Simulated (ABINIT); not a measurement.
# Ca2Si (Fm-3m): G0W0 in ABINIT against the plane-wave cutoff

How does the gap of Ca2Si (Fm-3m) converge in the plane-wave cutoff?

Program: ABINIT 10.8.3. Level of theory: LDA and many-body steps on it, plane waves. Results are calculated unless marked as measured.

## (1) Set-up

Symmetry: Fm-3m, No. 225, cubic system. The conventional cell has a = 7.170 Å, b = 7.170 Å, c = 7.170 Å, α = 90.00°, β = 90.00°, γ = 90.00°. Nearest to Ca lie 4 Si at 3.10 Å. Nearest to Si lie 8 Ca at 3.10 Å. Farther neighbours are not listed.

The cell and positions are those that the Materials Project relaxed with its own functionals (PBE, PBE+U or r2SCAN), kept fixed.

## (2) Empty states on the mesh, 2×2×2 mesh, 169 bands

This step: ABINIT 10.8.3; DFT, LDA, plane waves, norm-conserving pseudopotentials.

The sums over transitions need many empty states on a uniform mesh; this step solves for them.

run.abi

```
acell 3*1.0 Angstrom
rprim 
  -0.000000000000 3.585232820000 3.585232820000
  3.585232820000 -0.000000000000 3.585232820000
  3.585232820000 3.585232820000 -0.000000000000
ntypat 2
znucl 20 14
natom 3
typat 1 1 2
xred 
  0.750000000000 0.750000000000 0.750000000000
  0.250000000000 0.250000000000 0.250000000000
  0.000000000000 0.000000000000 0.000000000000
pp_dirpath "pseudos"
pseudos "Ca.upf, Si.upf"
ecut 30
ngkpt 2 2 2
nshiftk 1
shiftk 0 0 0
kptopt 1
chksymbreak 0
irdden 1
istwfk *1
nband 169
prtvol 0
optdriver 6
gwr_task "HDIAGO"
paral_kgb 0
occopt 1
indata_prefix "in"
outdata_prefix "out"
tmpdata_prefix "tmp"
```

Command:

```sh
$ OMP_NUM_THREADS=1 mpirun -n 4 abinit run.abi > log
```

Numbers of over 12 decimals in the logs are rounded to 6 here.

What it wrote:

```text
.Version 10.8.3 of ABINIT. v10.8.2 released Aug 2026.

 Symmetries : space group Fm -3 m (#225); Bravais cF (face-center cubic)
[... echo of the input left out ...]
== DATASET  1 ==================================================================
-   mpi_nproc: 4, omp_nthreads: 1 (-1 if OMP is not activated)

--- !DatasetInfo
iteration_state: {dtset: 1, }
dimensions: {natom: 3, nkpt: 3, mband: 169, nsppol: 1, nspinor: 1, nspden: 1, mpw: 4910, }
cutoff_energies: {ecut:  30.0, pawecutdg:  -1.0, }
[...]
Direct band gap semiconductor
 Fundamental gap:     0.509 (eV)
   VBM:     3.544 (eV) at k: [ 5.0000E-01,  5.0000E-01,  0.0000E+00]
   CBM:     4.053 (eV) at k: [ 5.0000E-01,  5.0000E-01,  0.0000E+00]
 Direct gap:         0.509 (eV) at k: [ 5.0000E-01,  5.0000E-01,  0.0000E+00]

== END DATASET(S) ==============================================================
================================================================================

 -outvars: echo values of variables after computation  --------
           etotal      0.0000000000E+00
            nband         169
             nkpt           3
          spgroup         225
 [... the other variables as echoed above ...]

 Calculation completed.
```

Wall time 78 s (4 MPI ranks of Arm Neoverse V1, shared host); peak memory 4.8 GiB; 5.2 min of CPU time.

Numbers from this step:

```
gap                                                           : 0.5088 eV
k of the valence top                                          : 0.5, 0.5, 0
k of the conduction bottom                                    : 0.5, 0.5, 0
least direct gap                                              : 0.5088 eV
k points computed                                             : 3
lowest point of the top converged band, above the valence top : 69.7694 eV
```

On this mesh the gap is 0.509 eV.

The density comes from a self-consistent run that is not shown.

## (3) Empty states on the mesh, 2×2×2 mesh, 53 bands

run.abi, as its differences from that of step 2:

```diff
@@ -15,3 +15,3 @@
 pseudos "Ca.upf, Si.upf"
-ecut 30
+ecut 18
 ngkpt 2 2 2
@@ -21,10 +21,10 @@
 chksymbreak 0
+iscf -2
 irdden 1
 istwfk *1
-nband 169
+nband 53
+nbdbuf 4
+tolwfr 1e-09
+nstep 60
 prtvol 0
-optdriver 6
-gwr_task "HDIAGO"
-paral_kgb 0
-occopt 1
 indata_prefix "in"
```

What it wrote:

```text
.Version 10.8.3 of ABINIT. v10.8.2 released Aug 2026.

 Symmetries : space group Fm -3 m (#225); Bravais cF (face-center cubic)
[... echo of the input left out ...]
== DATASET  1 ==================================================================
-   mpi_nproc: 4, omp_nthreads: 1 (-1 if OMP is not activated)
-    --> not optimal distribution: autoparal keyword recommended in input file <--

--- !DatasetInfo
iteration_state: {dtset: 1, }
dimensions: {natom: 3, nkpt: 3, mband: 53, nsppol: 1, nspinor: 1, nspden: 1, mpw: 2276, }
cutoff_energies: {ecut:  18.0, pawecutdg:  -1.0, }
[...]
0.53407    0.75209    0.75209    0.75209    0.78003    0.78003    0.78003    0.81090
   0.81090    0.81090    0.87389    0.87389    0.99945    0.99945    1.03414    1.03414
   1.03414    1.05807    1.05807    1.05808    1.07466
 prteigrs : prtvol=0 or 1, do not print more k-points.

== END DATASET(S) ==============================================================
================================================================================

 -outvars: echo values of variables after computation  --------
            nband          53
             nkpt           3
          spgroup         225
 [... the other variables as echoed above ...]

 Calculation completed.
```

Elapsed: 5.9 s, on 4 MPI ranks; peak memory 0.24 GiB.

Numbers from this step:

```yaml
gap: 0.5189 eV
k_of_the_valence_top: 0.5, 0.5, 0
k_of_the_conduction_bottom: 0.5, 0.5, 0
least_direct_gap: 0.5189 eV
k_points_computed: 3
lowest_point_of_the_top_converged_band_above_the_valence_top: 22.69 eV
```

On this mesh the gap is 0.519 eV.

## (4) Empty states on the mesh, 2×2×2 mesh, 53 bands

run.abi, as its differences from that of step 3:

```diff
@@ -15,3 +15,3 @@
 pseudos "Ca.upf, Si.upf"
-ecut 18
+ecut 24
 ngkpt 2 2 2
```

What it wrote:

```text
.Version 10.8.3 of ABINIT. v10.8.2 released Aug 2026.

 Symmetries : space group Fm -3 m (#225); Bravais cF (face-center cubic)
[... echo of the input left out ...]
== DATASET  1 ==================================================================
-   mpi_nproc: 4, omp_nthreads: 1 (-1 if OMP is not activated)
-    --> not optimal distribution: autoparal keyword recommended in input file <--

--- !DatasetInfo
iteration_state: {dtset: 1, }
dimensions: {natom: 3, nkpt: 3, mband: 53, nsppol: 1, nspinor: 1, nspden: 1, mpw: 3498, }
cutoff_energies: {ecut:  24.0, pawecutdg:  -1.0, }
[...]
0.52818    0.75206    0.75206    0.75206    0.77619    0.77619    0.77619    0.80873
   0.80873    0.80873    0.86459    0.86459    0.99818    0.99818    1.03220    1.03220
   1.03220    1.05812    1.05812    1.05812    1.07445
 prteigrs : prtvol=0 or 1, do not print more k-points.

== END DATASET(S) ==============================================================
================================================================================

 -outvars: echo values of variables after computation  --------
            nband          53
             nkpt           3
          spgroup         225
 [... the other variables as echoed above ...]

 Calculation completed.
```

It took 7.9 s on 4 MPI ranks; peak memory 0.26 GiB.

Numbers from this step:

```yaml
gap: 0.5089 eV
k_of_the_valence_top: 0.5, 0.5, 0
k_of_the_conduction_bottom: 0.5, 0.5, 0
least_direct_gap: 0.5089 eV
k_points_computed: 3
lowest_point_of_the_top_converged_band_above_the_valence_top: 22.69 eV
```

On this mesh the gap is 0.509 eV.

## (5) Empty states on the mesh, 2×2×2 mesh, 53 bands

run.abi, as its differences from that of step 4:

```diff
@@ -15,3 +15,3 @@
 pseudos "Ca.upf, Si.upf"
-ecut 24
+ecut 38
 ngkpt 2 2 2
```

What it wrote:

```text
.Version 10.8.3 of ABINIT. v10.8.2 released Aug 2026.

 Symmetries : space group Fm -3 m (#225); Bravais cF (face-center cubic)
[... echo of the input left out ...]
== DATASET  1 ==================================================================
-   mpi_nproc: 4, omp_nthreads: 1 (-1 if OMP is not activated)
-    --> not optimal distribution: autoparal keyword recommended in input file <--

--- !DatasetInfo
iteration_state: {dtset: 1, }
dimensions: {natom: 3, nkpt: 3, mband: 53, nsppol: 1, nspinor: 1, nspden: 1, mpw: 6982, }
cutoff_energies: {ecut:  38.0, pawecutdg:  -1.0, }
[...]
0.52763    0.75204    0.75204    0.75204    0.77575    0.77575    0.77575    0.80850
   0.80850    0.80850    0.86346    0.86346    0.99804    0.99804    1.03190    1.03190
   1.03190    1.05811    1.05811    1.05814    1.07439
 prteigrs : prtvol=0 or 1, do not print more k-points.

== END DATASET(S) ==============================================================
================================================================================

 -outvars: echo values of variables after computation  --------
            nband          53
             nkpt           3
          spgroup         225
 [... the other variables as echoed above ...]

 Calculation completed.
```

Run time: 13 s. Hardware: 4 MPI ranks; peak memory 0.3 GiB; 51 s of CPU time.

This step gave:

```yaml
gap: 0.5089 eV
k_of_the_valence_top: 0.5, 0.5, 0
k_of_the_conduction_bottom: 0.5, 0.5, 0
least_direct_gap: 0.5089 eV
k_points_computed: 3
lowest_point_of_the_top_converged_band_above_the_valence_top: 22.69 eV
```

On this mesh the gap is 0.509 eV.

## (6) Screening, 2×2×2 mesh, 49 bands, screening to 106.1 eV

The RPA dielectric matrix is built and inverted for each q.

This step: RPA screening on LDA, plane waves, norm-conserving pseudopotentials.

run.abi, as its differences from that of step 5:

```diff
@@ -15,3 +15,3 @@
 pseudos "Ca.upf, Si.upf"
-ecut 38
+ecut 18
 ngkpt 2 2 2
@@ -21,10 +21,11 @@
 chksymbreak 0
-iscf -2
-irdden 1
 istwfk *1
-nband 53
-nbdbuf 4
-tolwfr 1e-09
-nstep 60
-prtvol 0
+occopt 1
+irdwfk 1
+optdriver 3
+nband 49
+ecuteps 3.9
+inclvkb 2
+awtr 1
+symchi 1
 indata_prefix "in"
```

What it wrote:

```text
.Version 10.8.3 of ABINIT. v10.8.2 released Aug 2026.

 Symmetries : space group Fm -3 m (#225); Bravais cF (face-center cubic)
[... echo of the input left out ...]
== DATASET  1 ==================================================================
-   mpi_nproc: 4, omp_nthreads: 1 (-1 if OMP is not activated)

--- !DatasetInfo
iteration_state: {dtset: 1, }
dimensions: {natom: 3, nkpt: 3, mband: 49, nsppol: 1, nspinor: 1, nspden: 1, mpw: 2276, }
cutoff_energies: {ecut:  18.0, pawecutdg:  -1.0, }
electrons: {nelect:   2.40000000E+01, charge:   0.00000000E+00, occopt:   1.00000000E+00, tsmear:   1.00000000E-02, }

 SCREENING: Calculation of the susceptibility and dielectric matrices

 Based on a program developped by R.W. Godby, V. Olevano, G. Onida, and L. Reining.
 Incorporated in ABINIT by V. Olevano, G.-M. Rignanese, and M. Torrent.
.Using double precision arithmetic ; gwpc =  8

[... cell and pseudopotentials left out ...]
--------------------------------------------------------------------------------

 ==== K-mesh for the wavefunctions ====
 Number of points in the irreducible wedge :     3
[... list of points left out ...]
 Together with 48 symmetry operations and time-reversal symmetry
 yields     8 points in the full Brillouin Zone.

 ==== Q-mesh for the screening function ====
 Number of points in the irreducible wedge :     3
[... list of points left out ...]
 Together with 48 symmetry operations and time-reversal symmetry
 yields     8 points in the full Brillouin Zone.

 setmesh: FFT mesh size selected  =    27x   27x   27
          total number of points  =        19683

 vcoul_init : cutoff-mode = AUXILIARY_FUNCTION
 q-points for optical limit:   1
     1)      0.000010    0.000020    0.000030

- screening: taking advantage of time-reversal symmetry
- Maximum band index for partially occupied states nbvw = 12
- Remaining bands to be divided among processors   nbcw = 37
- Number of bands treated by each node ~9

 Number of electrons calculated from density =   24.0000; Expected =   24.0000
 average of density, n =  0.038586
 r_s =    1.8358
 omega_plasma =   18.9484 [eV]

 calculating chi0 at frequencies [eV] :
  1    0.000000E+00    0.000000E+00
  2    0.000000E+00    1.894837E+01

--------------------------------------------------------------------------------
  q-point number  1        q = ( 0.000000, 0.000000, 0.000000) [r.l.u.]
--------------------------------------------------------------------------------
[... chi0 elements left out ...]
 For q-point:  0.000010 0.000020 0.000030
  dielectric constant =  67.8897
  dielectric constant without local fields =  90.1139

  Average fulfillment of the sum rule on Im[epsilon] for q-point    1 :     50.08  [%]
[... wings left out ...]
  q-point number  2        q = ( 0.500000, 0.000000, 0.000000) [r.l.u.]
--------------------------------------------------------------------------------
[... chi0 elements left out ...]
  Average fulfillment of the sum rule on Im[epsilon] for q-point    2 :     59.34  [%]

 [... 1 further q-points ...]
```

The job ended after 3.2 s (4 MPI ranks; peak memory 0.39 GiB; 13 s of CPU time).

This step gave:

```yaml
eps_infinity_with_local_fields_on_this_mesh_along_the_program_s_q_direction: 67.89
the_same_without_local_fields: 90.11
plasma_frequency: 18.95 eV
plane_waves_in_the_screening_matrix: 259
```

Local fields lower ε∞ by 25 %. On a Γ-centred mesh this coarse the value itself is usually too large, while a short band sum pulls it down.

## (7) 18 Ha

This step: G0W0 on LDA, plane waves, norm-conserving pseudopotentials.

run.abi, as its differences from that of step 6:

```diff
@@ -24,8 +24,17 @@
 irdwfk 1
-optdriver 3
+optdriver 4
 nband 49
+gwcalctyp 0
+ecutsigx 18
+symsigma 1
+nkptgw 2
+kptgw 
+  0.5000000000 0.5000000000 0.0000000000
+  0.0000000000 0.0000000000 0.0000000000
+bdgw 
+  11 14
+  10 15
 ecuteps 3.9
-inclvkb 2
-awtr 1
-symchi 1
+irdscr 1
+ppmodel 1
 indata_prefix "in"
```

What it wrote:

```text
.Version 10.8.3 of ABINIT. v10.8.2 released Aug 2026.

 Symmetries : space group Fm -3 m (#225); Bravais cF (face-center cubic)
[... echo of the input left out ...]
== DATASET  1 ==================================================================
-   mpi_nproc: 4, omp_nthreads: 1 (-1 if OMP is not activated)

--- !DatasetInfo
iteration_state: {dtset: 1, }
dimensions: {natom: 3, nkpt: 3, mband: 49, nsppol: 1, nspinor: 1, nspden: 1, mpw: 2276, }
cutoff_energies: {ecut:  18.0, pawecutdg:  -1.0, }
electrons: {nelect:   2.40000000E+01, charge:   0.00000000E+00, occopt:   1.00000000E+00, tsmear:   1.00000000E-02, }

 SIGMA: Calculation of the GW corrections

 Based on a program developped by R.W. Godby, V. Olevano, G. Onida, and L. Reining.
 Incorporated in ABINIT by V. Olevano, G.-M. Rignanese, and M. Torrent.
.Using double precision arithmetic ; gwpc =  8

[... cell and pseudopotentials left out ...]
--------------------------------------------------------------------------------

 ==== K-mesh for the wavefunctions ====
 Number of points in the irreducible wedge :     3
[... list of points left out ...]
 Together with 48 symmetry operations and time-reversal symmetry
 yields     8 points in the full Brillouin Zone.

 ==== Q-mesh for screening function ====
 Number of points in the irreducible wedge :     3
[... list of points left out ...]
 Together with 48 symmetry operations and time-reversal symmetry
 yields     8 points in the full Brillouin Zone.

 vcoul_init : cutoff-mode = AUXILIARY_FUNCTION
 q-points for optical limit:   1
     1)      0.000010    0.000020    0.000030
 setmesh: FFT mesh size selected  =    40x   40x   40
          total number of points  =        64000

 Number of electrons calculated from density =   24.0000; Expected =   24.0000
 average of density, n =  0.038586
 r_s =    1.8358
 omega_plasma =   18.9484 [eV]

 === KS Band Gaps ===
  >>>> For spin  1
   Minimum direct gap =   0.5189 [eV], located at k-point      :   0.5000  0.5000  0.0000
   Fundamental gap    =   0.5189 [eV], Top of valence bands at :   0.5000  0.5000  0.0000
                                       Bottom of conduction at :   0.5000  0.5000  0.0000
 SIGMA fundamental parameters:
 PLASMON POLE MODEL  1
 number of plane-waves for SigmaX                 2229
 number of plane-waves for SigmaC and W            259
 number of plane-waves for wavefunctions          2229
 number of bands                                    49
 number of independent spin polarizations            1
 number of spinorial components                      1
 number of k-points in IBZ                           3
 number of q-points in IBZ                           3
 number of symmetry operations                      48
 number of k-points in BZ                            8
 number of q-points in BZ                            8
 number of frequencies for dSigma/dE                 9
 frequency step for dSigma/dE [eV]                0.25
 number of omega for Sigma on real axis              0
 max omega for Sigma on real axis  [eV]           0.00
 zcut for avoiding poles [eV]                     0.10

 EPSILON^-1 parameters (SCR file):
 dimension of the eps^-1 matrix on file            259
 dimension of the eps^-1 matrix used               259
 number of plane-waves for wavefunctions          2229
 number of bands                                    49
 number of q-points in IBZ                           3
 number of frequencies                               2
 number of real frequencies                          1
 number of imag frequencies                          1

 matrix elements of self-energy operator (all in [eV])

 Perturbative Calculation

--- !SelfEnergy_ee
iteration_state: {dtset: 1, }
kpoint     : [   0.500,    0.500,    0.000, ]
spin       : 1
KS_gap     :    0.519
QP_gap     :    1.053
Delta_QP_KS:    0.534
data: !SigmaeeData |
     Band     E0 <VxcDFT>   SigX SigC(E0)      Z dSigC/dE  Sig(E)    E-E0       E
       11   3.556  -9.921 -11.413   1.687   0.754  -0.326  -9.774   0.147   3.703
       12   3.556  -9.921 -11.413   1.687   0.754  -0.326  -9.774   0.147   3.703
       13   4.075  -8.049  -3.861  -3.311   0.776  -0.288  -7.368   0.681   4.756
       14   5.185 -10.374  -5.067  -3.685   0.767  -0.303  -9.129   1.245   6.430

--- !SelfEnergy_ee
iteration_state: {dtset: 1, }
kpoint     : [   0.000,    0.000,    0.000, ]
spin       : 1
KS_gap     :    2.022
QP_gap     :    2.140
Delta_QP_KS:    0.118
data: !SigmaeeData |
     Band     E0 <VxcDFT>   SigX SigC(E0)      Z dSigC/dE  Sig(E)    E-E0       E
       10   3.191 -10.220 -11.176   1.507   0.754  -0.326  -9.804   0.416   3.607
       11   3.191 -10.220 -11.176   1.507   0.754  -0.326  -9.804   0.416   3.607
       12   3.191 -10.220 -11.176   1.507   0.754  -0.326  -9.804   0.416   3.607
       13   5.213  -8.001  -3.744  -3.565   0.771  -0.297  -7.467   0.534   5.747
       14   5.380 -11.459  -5.559  -3.866   0.763  -0.310  -9.906   1.554   6.933
       15   5.380 -11.459  -5.559  -3.866   0.763  -0.310  -9.906   1.554   6.933

== END DATASET(S) ==============================================================
================================================================================

 -outvars: echo values of variables after computation  --------
           etotal      0.0000000000E+00
            nband          49
             nkpt           3
          spgroup         225
 [... the other variables as echoed above ...]

 Calculation completed.
```

It took 4 s on 4 MPI ranks; peak memory 0.45 GiB; 16 s of CPU time.

Numbers from this step:

* G0W0 gap on the points computed: 1.053 eV
* starting gap on the mesh: 0.5189 eV
* k of the valence top: 0.5, 0.5, 0
* k of the conduction bottom: 0.5, 0.5, 0
* Z at the valence top: 0.754
* Z at the conduction bottom: 0.776
* least direct G0W0 gap on the computed points: 1.053 eV

[end of part 1 of 2]

[Paths, hosts, dates, memory and timing lines, banners, echoed tables and standing remarks are left out of the program output.]

[Logs are printed without paths, hosts, clocks, repeated set-up lines and the standing remarks that a program may print on its own settings, such as how far it seeks lower states.]

[Runs of the session that timed out or met a known fault of the program may be left out.]

[No measured gap is set beside runs whose start may be inverted or whose files or cutoffs have a known fault.]

[Hosts, paths, dates, database ids (printed as entryN), source tags and the programs' standing remarks are cut or masked in the printed files.]

[G0W0 gaps are taken among the corrected bands and points alone; a level outside them can change the order at an edge.]

[Where Ansatz stands beside ABINIT at settings called matched, ABINIT's density can come from a denser mesh and the files from another edition; pairs whose starting gaps differed by over 0.03 eV were left out, so agreement reads better than it is.]
